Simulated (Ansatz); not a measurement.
# Cs2AgSbBr6 (Fm-3m): converging the G0W0 gap, part 2 of 2

How do accuracy and time trade against each other in G0W0 on Cs2AgSbBr6 (Fm-3m)?

Ansatz 0.2.0; G0W0 on r2SCAN, plane waves, PAW; PAW set soft_1. Known limits of the many-body steps: not at the basis limit; d shell near the gap, gap tends to lie low; no spin-orbit coupling; coarse k mesh.

So far. Step 4 (1099 empty bands, screening to 120 eV): Against the run with 2×2×2 mesh, 510 empty bands, screening to 72 eV, PAW set soft_1 files, the gap moves by +0.08 eV.

In doubt: one-shot GW on d or f shells is unsure (steps 2, 3, 4, 5, 6), so the values of those runs are not to be relied on.

## 5. Changing the frequency model: 2×2×2 mesh, 1099 empty bands, screening to 120 eV, plasmon pole, PAW set soft_1 files

A plasmon pole stands in for the full frequency dependence of the screening; this run shows what that costs in accuracy.

Contents of input.yaml:

```yaml
crystal:
  lattice:
    - [0.0, 5.689253, 5.689253]
    - [5.689253, 0.0, 5.689253]
    - [5.689253, 5.689253, 0.0]
  atoms:
    - { symbol: Cs, position: [0.75, 0.75, 0.75] }
    - { symbol: Cs, position: [0.25, 0.25, 0.25] }
    - { symbol: Ag, position: [0.5, 0.5, 0.5] }
    - { symbol: Sb, position: [0.0, 0.0, 0.0] }
    - { symbol: Br, position: [0.751554, 0.248446, 0.248446] }
    - { symbol: Br, position: [0.248446, 0.248446, 0.751554] }
    - { symbol: Br, position: [0.248446, 0.751554, 0.751554] }
    - { symbol: Br, position: [0.248446, 0.751554, 0.248446] }
    - { symbol: Br, position: [0.751554, 0.248446, 0.751554] }
    - { symbol: Br, position: [0.751554, 0.751554, 0.248446] }
kpoints:
  mp_grid: { grid: [2, 2, 2] }
hamiltonian:
  xc: r2scan
  pseudopotentials: { kind: paw, azcp: { folder: soft_1 } }
scf:
  occupations: { method: fixed }
gw:
  n_empty_bands: 1099
  ecut_chi: 120.0
  qp_bands: [v3, c3]
  qp_kpoints: band_edges
  screening: { model: godby_needs }
```

On the command line:

```console
$ ansatz run input.yaml --threads 3 --pin off --max-ram 92160MiB --backend cuda --events-out ev --progress --plain --runs-dir out --devices 1 --max-vram 13GiB
```

Numbers of over 12 decimals in the logs are rounded to 6 here.

Log:

```text
GPUs: using 1 of 1 available (devices: 1).
[...]
GPU FFT provider: cuFFT
GPU libraries: cuBLAS 13.8.2, cuFFT 12.4.0, cuSOLVER 12.3.4
Crystal: 10 atoms, lattice volume = 368.295 Å³
Basis set: ecut = 500 eV, 9377 PW (Γ), exchange–correlation on 240×240×240 points (64 copies of the dense FFT grid, shifted against one another)
Bands: 57, of which v1, the nominal top of the filled ones, is band 47 counted from 1 (46 counted from 0)
[...]
1    46      2.2313   -22.7380     3.0137   -19.0721  0.7722     1.5767     1.5791  root
[...]
2    47      3.7516   -23.0740     1.9615   -20.7456  0.7846     3.3838     3.3847  root
     2    48      6.3677   -10.1684    -3.5144   -14.1342  0.7931     6.8232     6.8191  root
     2    49      6.3677   -10.1684    -3.5144   -14.1342  0.7931     6.8232     6.8191  root
     2    50      6.6618   -10.5424    -3.5886   -14.6329  0.7870     7.1580     7.1638  root
[key lines of the parts left out:]
SCF converged after 9 iterations
Free energy (F): -42244.792052 eV
Fermi energy:    3.751566 eV
```

Run time: 29 s. Hardware: 1 × NVIDIA H100 80GB HBM3 (shared by 6 runs) with 3 threads of AMD EPYC 7R13 (Zen 3), shared host; peak memory 3.6 GiB; 53 s of CPU time.

Numbers from this step:

```yaml
bands_summed: 1146
plasmon_pole_fit_frequency: 18.76 eV
rpa_eps_infinity_on_this_mesh_eigenvalues: 5.267, 5.267, 5.267
plane_waves_in_the_screening_matrix: 1067
g0w0_gap_on_the_mesh: 1.914 eV
k_of_the_valence_top: 0, -0.5, -0.5
k_of_the_conduction_bottom: 0, 0, -0.5
starting_gap_on_the_mesh: 1.184 eV
least_direct_g0w0_gap_on_the_computed_points: 3.200 eV
```

Against the run with 2×2×2 mesh, 1099 empty bands, screening to 120 eV, PAW set soft_1 files, the gap moves by −0.03 eV.

## 6. Changing the files and raising the bands: 2×2×2 mesh, 1629 empty bands, screening to 156 eV, hard PAW files

Other atomic data (hard PAW) test the pseudisation: the cutoff goes from 500 to 680 eV and the valence electrons from 94 to 160, which opens shells that were frozen. Bands and screening cutoff change too, so the step is no clean test of the files.

This step: G0W0 on r2SCAN, plane waves, PAW.

input.yaml, as its differences from that of step 5:

```diff
@@ -20,3 +20,3 @@
   xc: r2scan
-  pseudopotentials: { kind: paw, azcp: { folder: soft_1 } }
+  pseudopotentials: { kind: paw, source: ansatz }
 scf:
@@ -24,6 +24,6 @@
 gw:
-  n_empty_bands: 1099
-  ecut_chi: 120.0
+  n_empty_bands: 1629
+  ecut_chi: 156.0
   qp_bands: [v3, c3]
   qp_kpoints: band_edges
-  screening: { model: godby_needs }
+  screening: { model: contour_deformation }
```

Log:

```text
GPUs: using 1 of 1 available (devices: 1).
[...]
GPU FFT provider: cuFFT
GPU libraries: cuBLAS 13.8.2, cuFFT 12.4.0, cuSOLVER 12.3.4
Crystal: 10 atoms, lattice volume = 368.295 Å³
Basis set: ecut = 680 eV, 14841 PW (Γ), exchange–correlation on 288×288×288 points (64 copies of the dense FFT grid, shifted against one another)
Bands: 96, of which v1, the nominal top of the filled ones, is band 80 counted from 1 (79 counted from 0)
[...]
1    79      3.5741   -22.7416     2.8534   -19.0740  0.7361     2.7444     2.7599  root
[...]
2    80      5.0931   -23.0737     1.7279   -20.7474  0.7585     4.4872     4.4947  root
     2    81      7.7103   -10.1854    -3.6835   -14.1574  0.7648     8.0006     7.9987  root
     2    82      7.7103   -10.1854    -3.6835   -14.1574  0.7648     8.0006     7.9987  root
     2    83      8.0041   -10.5614    -3.7810   -14.6573  0.7583     8.3216     8.3191  root
[key lines of the parts left out:]
SCF converged after 10 iterations
Free energy (F): -65204.760394 eV
Fermi energy:    5.093070 eV
```

Run time: 47 s. Hardware: 1 × NVIDIA H100 80GB HBM3 (shared by 6 runs) with 3 threads; peak memory 5.2 GiB; 70 s of CPU time.

This step gave:

```yaml
bands_summed: 1709
rpa_eps_infinity_on_this_mesh_eigenvalues: 5.261, 5.261, 5.261
plane_waves_in_the_screening_matrix: 1639
g0w0_gap_on_the_mesh: 2.005 eV
k_of_the_valence_top: 0, -0.5, -0.5
k_of_the_conduction_bottom: 0, 0, -0.5
starting_gap_on_the_mesh: 1.187 eV
least_direct_g0w0_gap_on_the_computed_points: 3.248 eV
```

Against the run with 2×2×2 mesh, 1099 empty bands, screening to 120 eV, PAW set soft_1 files, the gap moves by +0.06 eV.

## 7. The runs together

Times are wall times on 1 × NVIDIA H100 80GB HBM3 (shared by 6 runs) with 3 threads of AMD EPYC 7R13 (Zen 3), shared host, good to a factor of about two.

| mesh | files | frequency | bands summed | cutoff (eV) | start (eV) | G0W0 (eV) | time | host memory (GiB) |
| --- | --- | --- | --- | --- | --- | --- | --- | --- |
| 2×2×2 | PAW set soft_1 | contour deformation | 227 | 36 | 1.184 | 1.941 | 15 s | 1.9 |
| 2×2×2 | PAW set soft_1 | contour deformation | 557 | 72 | 1.184 | 1.866 | 25 s | 2.4 |
| 2×2×2 | PAW set soft_1 | contour deformation | 1146 | 120 | 1.184 | 1.944 | 26 s | 3.2 |
| 2×2×2 | PAW set soft_1 | plasmon pole | 1146 | 120 | 1.184 | 1.914 | 29 s | 3.6 |
| 2×2×2 | hard PAW | contour deformation | 1709 | 156 | 1.187 | 2.005 | 47 s | 5.2 |

How the two edges are built up, in eV (the quasiparticle level is the starting level plus Σx plus Σc less Vxc):

| run | edge | start | Σx | Σc | Vxc | Z | QP |
| --- | --- | --- | --- | --- | --- | --- | --- |
| 227 bands | valence top | 3.75 | -23.07 | 2.41 | -20.75 | 0.77 | 3.84 |
| 227 bands | conduction bottom | 4.94 | -9.35 | -2.97 | -13.16 | 0.78 | 5.78 |
| 557 bands | valence top | 3.75 | -23.07 | 2.12 | -20.75 | 0.76 | 3.54 |
| 557 bands | conduction bottom | 4.94 | -9.35 | -3.34 | -13.16 | 0.78 | 5.41 |
| 1146 bands | valence top | 3.75 | -23.07 | 1.86 | -20.75 | 0.76 | 3.28 |
| 1146 bands | conduction bottom | 4.94 | -9.35 | -3.52 | -13.16 | 0.78 | 5.23 |

## 8. Outcome

```yaml
227_bands_36_ev: 1.941 eV
557_bands_72_ev: 1.866 eV
1146_bands_120_ev: 1.944 eV
mesh_and_start: 2×2×2, r2SCAN
```

In words: From 227 to 1146 bands the gap moves by +0.003 eV. Σc changes by −0.55 eV at the valence top and −0.55 eV at the conduction bottom, so the levels themselves move more than the gap between them. The gap turns back along the series, so no limit is drawn from it. The plasmon-pole model gives −0.03 eV against contour deformation, 4 % of the correction, and saved no time in this program. With hard PAW files and 1709 bands the gap is 2.01 eV. The 2×2×2 mesh is coarse for this cell (its supercell is 16 Å along the shortest edge). The RPA ε∞ on it, from the r2SCAN start, is 5.27; such meshes misread the long-range screening, most where the gap is narrow. A d shell, filled or nearly so, lies near the gap. One-shot GW converges very slowly in bands there, not always from below, and on a semilocal start the gap tends to come out low; starts rich in exact exchange can overshoot instead. The many-body steps are scalar-relativistic: spin-orbit coupling is not in them.

[Paths, hosts, dates, memory and timing lines, banners, echoed tables and standing remarks are left out of the program output.]

[Logs are printed without paths, hosts, clocks, repeated set-up lines and the standing remarks that a program may print on its own settings, such as how far it seeks lower states.]

[Runs of the session that timed out or met a known fault of the program may be left out.]

[Cells called generated may have been cut or substituted from an entry of the Crystallography Open Database or the Materials Project.]

[Hosts, paths, dates, database ids (printed as entryN), source tags and the programs' standing remarks are cut or masked in the printed files.]
